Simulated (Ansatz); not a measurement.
# How fast states decay through SrTe2H2, part 2 of 3

A new crystal, SrTe2H2: structure, gap and complex bands. It is built by putting Te for O, Sr for Ca in the CaH2O2 structure of space group C2, with the volume rescaled by atomic radii. The parent structure comes from the Materials Project.

Ansatz 0.2.0; PBEsol DFT, plane waves, PAW files (the session's first sound run).

So far, gap on the k-mesh (eV): step 3 (the bulk crystal and its band edges) 2.08.

The structure was built from a prototype and need not be the compound's stable phase.

## 4. Decaying states in the gap, plane (001), k-mesh 6×6×4

This step: PBEsol DFT, plane waves, PAW files; complex bands by layer matching along the plane's normal (Ansatz 0.2.0).

The same crystal is laid in a cell whose first two vectors span the (001) plane (indices of the standard conventional cell, whose axes can be ordered otherwise than in the bulk input). At fixed energy and wavevector in the plane the solver finds all kz, real and complex. A few wavevectors are listed, (0, 0), (-0.5, -0.5) and (0.5, 0) in units of the plane's reciprocal vectors; the slowest state needn't be among them.

input.yaml

```yaml
crystal:
  lattice:
    - [4.770747103, 0.0, 0.0]
    - [2.385373552, 4.73141805, 0.0]
    - [0.0, -2.174999192, 6.444017972]
  atoms:
    - { symbol: Sr, position: [0.9755880845, 0.0, 0.0] }
    - { symbol: H, position: [0.5699790695, 0.4840263084, 0.5425341908] }
    - { symbol: H, position: [0.0540053779, 0.5159736916, 0.4574658092] }
    - { symbol: Te, position: [0.7188737125, 0.516587043, 0.7702416216] }
    - { symbol: Te, position: [0.2354607555, 0.483412957, 0.2297583784] }
kpoints:
  mp_grid: { grid: [6, 6, 4] }
scf:
  occupations: { method: fixed }
hamiltonian:
  xc: pbesol
output:
  eigenvalues: true
  transmission:
    leads: [[0, 0]]
    kpoints: [[0.0, 0.0], [-0.5, -0.5], [0.5, 0.0]]
    e_range: [-1.0, 3.08]
    de: 0.07
```

On the command line:

```sh
> ansatz run input.yaml --threads 2 --pin off --max-ram 4096MiB --backend cpu --events-out ev --progress --plain --runs-dir out
```

Numbers of over 12 decimals in the logs are rounded to 6 here.

Output:

```text
[...]
Crystal: 5 atoms, lattice volume = 145.457 Å³
Basis set: ecut = 420 eV, 2829 PW (Γ)
Bands: 27, of which v1, the nominal top of the filled ones, is band 22 counted from 1 (21 counted from 0)
Symmetry: 2 space group operations
[...]
k-points: 47 of 144 (time reversal used)
[...]
SCF iter   1: F=—  HF=-17328.877231 eV  |F-HF|=—  |Δ(HF+E_count)|=         —  Δρ=3.69e-3  dr2=1.66e-2  ethr=1.77e-3  ⟨swp⟩=6.2  Hψ=5603  notcnv=0  defer=134
[...]
SCF iter   7: F=-17328.875460 eV  HF=-17328.875460 eV  |F-HF|=7.08e-8  |Δ(HF+E_count)|=   1.14e-6  Δρ=3.97e-6  dr2=5.73e-8  ethr=2.27e-10  ⟨swp⟩=13.4  Hψ=6625  notcnv=0
SCF 1 converged in 7 iterations: F = -17328.875460 eV  dr2 = 5.73e-8
[...]
transmission: 10 of 30 steps passed
transmission: 20 of 30 steps passed
transmission: 30 of 30 steps passed
SCF converged after 7 iterations
Free energy (F): -17328.875460 eV
[...]
Internal energy: -17328.875460 eV  (E = F + TS)
E sigma→0 (E₀):  -17328.875460 eV
Fermi energy:    4.202366 eV
[...]
--- Band table (eV; the first three rows and the last of 47) ---
  k-point 0: bands = [... 18 lower, 2.8529, 3.5337, 3.6781, 4.2024, 6.7429, 6.8904, 7.1717, 8.1473, ... 1 higher]
  k-point 1: bands = [... 18 lower, 2.8184, 3.2169, 3.5957, 3.8298, 6.9926, 7.1603, 7.7210, 8.3334, ... 1 higher]
  k-point 2: bands = [... 18 lower, 2.7769, 3.0368, 3.3461, 3.6137, 7.1659, 7.5037, 8.0210, 8.3878, ... 1 higher]
  k-point 46: bands = [... 18 lower, 2.6438, 2.9047, 3.0962, 3.2382, 7.1537, 7.5156, 8.5062, 8.7128, ... 1 higher]
--- Transmission ---
  basis      : 193 plane waves across, 10 finite elements along
  points     : 3, as listed
  energies   : 59 from -1.000000 to 3.060000 eV about the Fermi level, 0.070000 eV apart; the leads are filled to 1.041859 eV, and channels, transmission and decay are at 1.030000 eV
  crystal 0  : H2Te2Sr1, at the sites [0, 0], period 6.4440 Å: whole cells are its period
    offset         : up to 0.0000 Å between an atom of the period and one for which it stands
    channels       : 0.000000e0 a spin
    conductance    : none, the energies end too early or step too widely for 300 K: set another output.transmission.e_range or a lower de, or, where they end at an eighth of basis.ecutwfc, a higher one
    slowest decay  : 0.1901 /Å at (0.5000, 0.0000)
```

The job ended after 51 s (2 threads of Arm Neoverse V2, shared host; peak memory 0.58 GiB).

Numbers from this step:

```yaml
level_to_which_the_leads_are_filled: 1.042 eV from the Fermi level
decay_constant_at_the_filling_level_zone_centre: 0.2250 Å⁻¹
decay_constant_at_the_filling_level_slowest_listed_point: 0.1901 Å⁻¹
```

K parallel (0, 0); values up to 1.5 1/Å, a degenerate pair printed once or twice; energies at which all values exceed this have no row. The Im kz of the slowest decaying states by energy, zero at the highest filled level on the SCF mesh:

```csv
energy (eV),decay 1 (Å⁻¹),decay 2 (Å⁻¹),decay 3 (Å⁻¹),decay 4 (Å⁻¹)
-1.0000,0.0929,0.486,1.01,1.15
-0.7200,0.403,0.983,1.12,-
-0.5100,0.0391,0.328,0.481,0.962
-0.2300,0.138,0.492,0.514,0.933
-0.0200,0.149,0.524,0.535,0.911
0.2600,0.172,0.525,0.565,0.881
0.4700,0.198,0.521,0.575,0.859
0.7500,0.217,0.508,0.580,0.828
1.0300,0.225,0.489,0.577,0.795
1.2400,0.225,0.470,0.570,0.770
1.5200,0.217,0.439,0.556,0.736
1.7300,0.206,0.410,0.540,0.709
2.0100,0.181,0.362,0.513,0.671
2.2200,0.151,0.316,0.485,0.643
2.5000,0.0630,0.228,0.431,0.604
2.7800,0.0986,0.341,0.565,0.687
2.9900,0.151,0.535,0.647,-
```

K parallel (-0.5, -0.5); values up to 1.5 1/Å, a degenerate pair printed once or twice; energies at which all values exceed this have no row. Table of Im kz of the slowest decaying states by energy, zero at the highest filled level on the SCF mesh:

```csv
energy (eV),decay 1 (Å⁻¹),decay 2 (Å⁻¹),decay 3 (Å⁻¹),decay 4 (Å⁻¹)
-1.00,0.185,0.640,0.927,1.24
-0.86,0.607,0.903,1.24,1.26
-0.65,0.130,0.706,0.840,1.22
-0.51,0.0544,0.167,0.666,0.812
-0.37,0.108,0.193,0.648,0.832
-0.16,0.147,0.220,0.637,0.842
-0.02,0.164,0.234,0.632,0.843
0.12,0.175,0.245,0.625,0.841
0.33,0.187,0.257,0.614,0.835
0.47,0.192,0.262,0.605,0.830
0.61,0.194,0.267,0.594,0.823
0.82,0.194,0.270,0.577,0.812
0.96,0.192,0.271,0.563,0.803
1.10,0.188,0.270,0.549,0.794
1.24,0.181,0.269,0.533,0.784
1.45,0.167,0.264,0.507,0.767
1.59,0.153,0.259,0.488,0.756
1.73,0.134,0.252,0.468,0.744
1.94,0.0909,0.240,0.435,0.724
2.08,0.0144,0.229,0.410,0.711
2.22,0.217,0.385,0.696,0.958
2.43,0.192,0.343,0.673,0.933
2.57,0.171,0.313,0.657,0.916
2.71,0.143,0.281,0.640,0.899
2.92,0.0744,0.231,0.612,0.871
3.06,0.194,0.593,0.852,0.992
```

K parallel (0.5, 0); values up to 1.5 1/Å, a degenerate pair printed once or twice; energies at which all values exceed this have no row. Im kz of the slowest decaying states against energy, zero at the highest filled level on the SCF mesh:

```csv
energy (eV),decay 1 (Å⁻¹),decay 2 (Å⁻¹),decay 3 (Å⁻¹),decay 4 (Å⁻¹)
-1.00,0.185,0.640,0.927,1.24
-0.79,0.0533,0.645,0.888,1.23
-0.58,0.151,0.700,0.787,1.21
-0.37,0.108,0.193,0.648,0.832
-0.16,0.147,0.220,0.637,0.842
-0.02,0.164,0.234,0.632,0.843
0.19,0.180,0.249,0.622,0.839
0.40,0.190,0.260,0.609,0.833
0.61,0.194,0.267,0.594,0.823
0.82,0.194,0.270,0.577,0.812
1.03,0.190,0.271,0.556,0.798
1.24,0.181,0.269,0.533,0.784
1.45,0.167,0.264,0.507,0.767
1.66,0.144,0.256,0.478,0.750
1.87,0.109,0.244,0.446,0.731
2.08,0.0144,0.229,0.410,0.711
2.22,0.217,0.385,0.696,0.958
2.43,0.192,0.343,0.673,0.933
2.64,0.158,0.297,0.649,0.907
2.85,0.104,0.248,0.622,0.881
3.06,0.194,0.593,0.852,0.992
```

At the listed wavevectors the last open channel is at -0.02 eV and the next at +2.15 eV on the grid. At +1.03 eV, the grid energy nearest the filling level (the middle of the gap on the SCF mesh), the slowest state at the listed wavevectors decays with κ = 0.190 Å⁻¹, its amplitude falling by e over 5.3 Å. Through 1 nm of this crystal that state's transmission falls by exp(−2 × 0.190 Å⁻¹ × 10 Å) = 0.022.

## 5. Complex bands, plane (100), k-mesh 4×6×6

The same for the (100) plane, at (0, 0), (-0.5, -0.5) and (0.5, 0), to see how the decay depends on direction.

input.yaml, the sections that differ from step 4:

```yaml
crystal:
  lattice:
    - [6.801175568, 0.0, 0.0]
    - [0.0, 4.770747103, 0.0]
    - [-1.513095837, 2.385373552, 4.482951902]
  atoms:
    - { symbol: Sr, position: [0.0, 0.9755880845, 0.0] }
    - { symbol: H, position: [0.5425341908, 0.5699790695, 0.4840263084] }
    - { symbol: H, position: [0.4574658092, 0.0540053779, 0.5159736916] }
    - { symbol: Te, position: [0.7702416216, 0.7188737125, 0.516587043] }
    - { symbol: Te, position: [0.2297583784, 0.2354607555, 0.483412957] }
kpoints:
  mp_grid: { grid: [4, 6, 6] }
# scf, hamiltonian, output: as in step 4
```

Output:

```text
[...]
Crystal: 5 atoms, lattice volume = 145.457 Å³
Basis set: ecut = 420 eV, 2829 PW (Γ)
Bands: 27, of which v1, the nominal top of the filled ones, is band 22 counted from 1 (21 counted from 0)
Symmetry: 2 space group operations
[...]
k-points: 47 of 144 (time reversal used)
[...]
SCF iter   1: F=—  HF=-17328.877104 eV  |F-HF|=—  |Δ(HF+E_count)|=         —  Δρ=3.70e-3  dr2=1.69e-2  ethr=1.77e-3  ⟨swp⟩=6.1  Hψ=5620  notcnv=0  defer=133
[...]
SCF iter   7: F=-17328.875460 eV  HF=-17328.875460 eV  |F-HF|=4.90e-8  |Δ(HF+E_count)|=   6.63e-7  Δρ=2.92e-6  dr2=2.20e-8  ethr=2.27e-10  ⟨swp⟩=13.3  Hψ=6360  notcnv=0
SCF 1 converged in 7 iterations: F = -17328.875460 eV  dr2 = 2.20e-8
[...]
transmission: 7 of 21 steps passed
transmission: 14 of 21 steps passed
transmission: 21 of 21 steps passed
SCF converged after 7 iterations
Free energy (F): -17328.875460 eV
[...]
Internal energy: -17328.875460 eV  (E = F + TS)
E sigma→0 (E₀):  -17328.875460 eV
Fermi energy:    4.202333 eV
[...]
--- Band table (eV; the first three rows and the last of 47) ---
  k-point 0: bands = [... 18 lower, 2.8529, 3.5337, 3.6780, 4.2023, 6.7429, 6.8903, 7.1717, 8.1472, ... 1 higher]
  k-point 1: bands = [... 18 lower, 2.7759, 3.1310, 3.6772, 4.1261, 6.7212, 7.2727, 7.7690, 7.9030, ... 1 higher]
  k-point 2: bands = [... 18 lower, 2.0275, 3.3226, 3.7442, 3.9393, 6.6211, 7.4095, 7.7466, 8.2146, ... 1 higher]
  k-point 46: bands = [... 18 lower, 2.9360, 3.0667, 3.3266, 3.6612, 6.4846, 6.8866, 8.1579, 8.8243, ... 1 higher]
--- Transmission ---
  basis      : 281 plane waves across, 7 finite elements along
  points     : 3, as listed
[...]
crystal 0  : Sr1Te2H2, at the sites [0, 0], period 4.4830 Å: whole cells are its period
[...]
channels       : 0.000000e0 a spin
[...]
slowest decay  : 0.2095 /Å at (0.0000, 0.0000)
```

The job ended after 75 s (2 threads; peak memory 0.94 GiB; 2.5 min of CPU time).

This step gave:

| Item | Value |
| --- | --- |
| decay constant at the filling level, zone centre | 0.2095 Å⁻¹ |
| decay constant at the filling level, slowest listed point | 0.2095 Å⁻¹ |

K parallel (0, 0); values up to 1.5 1/Å, a degenerate pair printed once or twice; energies at which all values exceed this have no row. Im kz of the slowest decaying states against energy, zero at the highest filled level on the SCF mesh:

```csv
energy (eV),decay 1 (Å⁻¹),decay 2 (Å⁻¹),decay 3 (Å⁻¹),decay 4 (Å⁻¹)
-1.00,0.514,0.566,0.876,0.920
-0.86,0.473,0.529,0.864,0.905
-0.65,0.0427,0.332,0.466,0.845
-0.51,0.0438,0.0569,0.451,0.832
-0.37,0.0729,0.121,0.489,0.818
-0.16,0.157,0.255,0.521,0.797
-0.02,0.173,0.290,0.533,0.783
0.12,0.185,0.271,0.311,0.542
0.33,0.198,0.331,0.411,0.554
0.47,0.203,0.338,0.463,0.561
0.61,0.207,0.342,0.499,0.566
0.82,0.210,0.344,0.534,0.568
0.96,0.210,0.342,0.549,0.568
1.10,0.209,0.338,0.558,0.565
1.24,0.206,0.331,0.560,0.561
1.45,0.199,0.316,0.549,0.553
1.59,0.193,0.302,0.539,0.540
1.73,0.185,0.284,0.519,0.529
1.94,0.170,0.245,0.480,0.507
2.08,0.157,0.203,0.449,0.489
2.22,0.124,0.142,0.413,0.467
2.43,0.112,0.332,0.410,0.574
2.57,0.0641,0.264,0.318,0.560
2.71,0.290,0.331,0.518,0.571
2.92,0.156,0.241,0.379,0.452
3.06,0.191,0.392,0.419,0.631
```

K parallel (-0.5, -0.5); values up to 1.5 1/Å, a degenerate pair printed once or twice; energies at which all values exceed this have no row. The Im kz of the slowest decaying states by energy, zero at the highest filled level on the SCF mesh:

```csv
energy (eV),decay 1 (Å⁻¹),decay 2 (Å⁻¹),decay 3 (Å⁻¹),decay 4 (Å⁻¹)
-1.00,0.148,0.237,0.546,0.973
-0.79,0.147,0.206,0.539,0.949
-0.58,0.191,0.524,0.925,1.27
-0.37,0.297,0.365,0.512,0.900
-0.16,0.341,0.462,0.505,0.875
-0.02,0.358,0.499,0.503,0.858
0.19,0.373,0.501,0.536,0.833
0.40,0.379,0.499,0.558,0.807
0.61,0.378,0.496,0.571,0.781
0.82,0.372,0.492,0.578,0.754
1.03,0.360,0.486,0.579,0.726
1.24,0.342,0.478,0.577,0.696
1.45,0.315,0.469,0.571,0.666
1.66,0.274,0.458,0.563,0.634
1.87,0.209,0.445,0.554,0.600
2.08,0.0283,0.431,0.545,0.565
2.22,0.420,0.540,0.542,1.00
2.43,0.405,0.506,0.534,0.974
2.64,0.392,0.469,0.530,0.946
2.85,0.395,0.420,0.529,0.918
3.06,0.0727,0.390,0.528,0.887
```

K parallel (0.5, 0); values up to 1.5 1/Å, a degenerate pair printed once or twice; energies at which all values exceed this have no row. Im kz of the slowest decaying states against energy, zero at the highest filled level on the SCF mesh:

```csv
energy (eV),decay 1 (Å⁻¹),decay 2 (Å⁻¹),decay 3 (Å⁻¹),decay 4 (Å⁻¹)
-1.0000,0.0649,0.252,0.449,0.529
-0.7200,0.113,0.174,0.458,0.6
-0.5100,0.133,0.354,0.460,0.611
-0.2300,0.278,0.413,0.450,0.518
-0.0200,0.315,0.382,0.495,0.576
0.2600,0.339,0.377,0.557,0.612
0.4700,0.349,0.377,0.558,0.627
0.7500,0.355,0.374,0.554,0.640
1.0300,0.355,0.368,0.544,0.647
1.2400,0.352,0.361,0.533,0.649
1.5200,0.344,0.347,0.514,0.652
1.7300,0.334,0.335,0.496,0.654
2.0100,0.311,0.318,0.467,0.650
2.2200,0.288,0.302,0.440,0.611
2.5000,0.248,0.274,0.395,0.553
2.7800,0.180,0.230,0.332,0.483
2.9900,0.167,0.258,0.420,0.671
```

At the listed wavevectors the last open channel is at -0.02 eV and the next at +2.15 eV on the grid. At +1.03 eV, the grid energy nearest the filling level (the middle of the gap on the SCF mesh), the slowest state at the listed wavevectors decays with κ = 0.209 Å⁻¹, its amplitude falling by e over 4.8 Å; the first such run, plane (001), gave 0.190 Å⁻¹.

## 6. Band edges at another level

This step: LDA DFT, plane waves, PAW files (Ansatz 0.2.0).

The edges again with LDA, at the same atoms.

input.yaml

```yaml
crystal:
  lattice:
    - [4.713054109, -2.3853735516, -0.4164585585]
    - [4.713054109, 2.3853735516, -0.4164585585]
    - [-1.599356126, 0.0, 6.6104499917]
  atoms:
    - { symbol: Sr, position: [0.9755880845, 0.0244119155, 0.0] }
    - { symbol: H, position: [0.0540053779, 0.4300209305, 0.5425341908] }
    - { symbol: H, position: [0.5699790695, 0.9459946221, 0.4574658092] }
    - { symbol: Te, position: [0.2354607555, 0.2811262875, 0.7702416216] }
    - { symbol: Te, position: [0.7188737125, 0.7645392445, 0.2297583784] }
kpoints:
  mp_grid: { grid: [6, 6, 4] }
  band_path: { path: [VBM, CBM], npoints: 30 }
scf:
  occupations: { method: fixed }
hamiltonian:
  xc: lda
output:
  eigenvalues: true
```

Output:

```text
[...]
Crystal: 5 atoms, lattice volume = 145.457 Å³
Basis set: ecut = 420 eV, 2829 PW (Γ)
Bands: 27, of which v1, the nominal top of the filled ones, is band 22 counted from 1 (21 counted from 0)
Symmetry: 2 space group operations
[...]
k-points: 47 of 144 (time reversal used)
[...]
SCF iter   1: F=—  HF=-17132.311878 eV  |F-HF|=—  |Δ(HF+E_count)|=         —  Δρ=6.57e-3  dr2=4.34e-2  ethr=1.77e-3  ⟨swp⟩=6.1  Hψ=5651  notcnv=0  defer=135
[...]
SCF iter   7: F=-17132.300874 eV  HF=-17132.300874 eV  |F-HF|=2.46e-8  |Δ(HF+E_count)|=   2.25e-7  Δρ=3.01e-6  dr2=3.00e-8  ethr=2.27e-10  ⟨swp⟩=13.1  Hψ=6284  notcnv=0
SCF 1 converged in 7 iterations: F = -17132.300874 eV  dr2 = 3.00e-8
[...]
SCF converged after 7 iterations
Free energy (F): -17132.300874 eV
[...]
Internal energy: -17132.300874 eV  (E = F + TS)
E sigma→0 (E₀):  -17132.300874 eV
Fermi energy:    4.043336 eV
[...]
--- Band table (eV; the first three rows and the last of 47) ---
  k-point 0: bands = [... 18 lower, 2.6954, 3.3796, 3.5215, 4.0433, 6.5727, 6.5815, 6.9598, 7.9150, ... 1 higher]
  k-point 1: bands = [... 18 lower, 2.6603, 3.0527, 3.4423, 3.6681, 6.8075, 6.8902, 7.4688, 8.1261, ... 1 higher]
  k-point 2: bands = [... 18 lower, 2.6182, 2.8754, 3.1815, 3.4604, 6.9204, 7.2721, 7.7990, 8.1393, ... 1 higher]
  k-point 46: bands = [... 18 lower, 1.8861, 2.6037, 3.1357, 3.2811, 7.1650, 7.3461, 8.3023, 8.6869, ... 1 higher]
```

Run time: 35 s. Hardware: 2 threads; peak memory 0.42 GiB.

This step gave:

| Quantity | Value |
| --- | --- |
| free energy | -17132.3009 eV |
| Fermi energy | 4.043 eV |
| gap on the k-mesh | 2.040 eV |
| gap on path | 2.040 eV, by band count; negative where bands overlap |
| direct gap on path | 2.529 eV |

The electronic bands at the labelled points (eV, zero at the Fermi level (highest filled level under fixed occupations); v1 is the highest filled band, c1 the lowest empty one):

```csv
point,v4,v3,v2,v1,c1,c2,c3,c4
VBM,-1.35,-0.66,-0.52,0.00,2.53,2.54,2.92,3.87
halfway,-1.44,-1.19,-0.92,-0.52,2.47,3.34,3.84,4.07
CBM,-1.24,-1.14,-0.81,-0.55,2.04,2.95,3.36,4.54
```

The searched edges give 2.04 eV, as on the mesh.

Between step 3 and this run (LDA) the value for the gap on the k-mesh moves from 2.08 eV to 2.04 eV.

[end of part 2 of 3]

[Logs are printed without paths, hosts, clocks, repeated set-up lines and the standing remarks that a program may print on its own settings, such as how far it seeks lower states.]

[Hosts, paths, dates, database ids (printed as entryN), source tags and the programs' standing remarks are cut or masked in the printed files.]
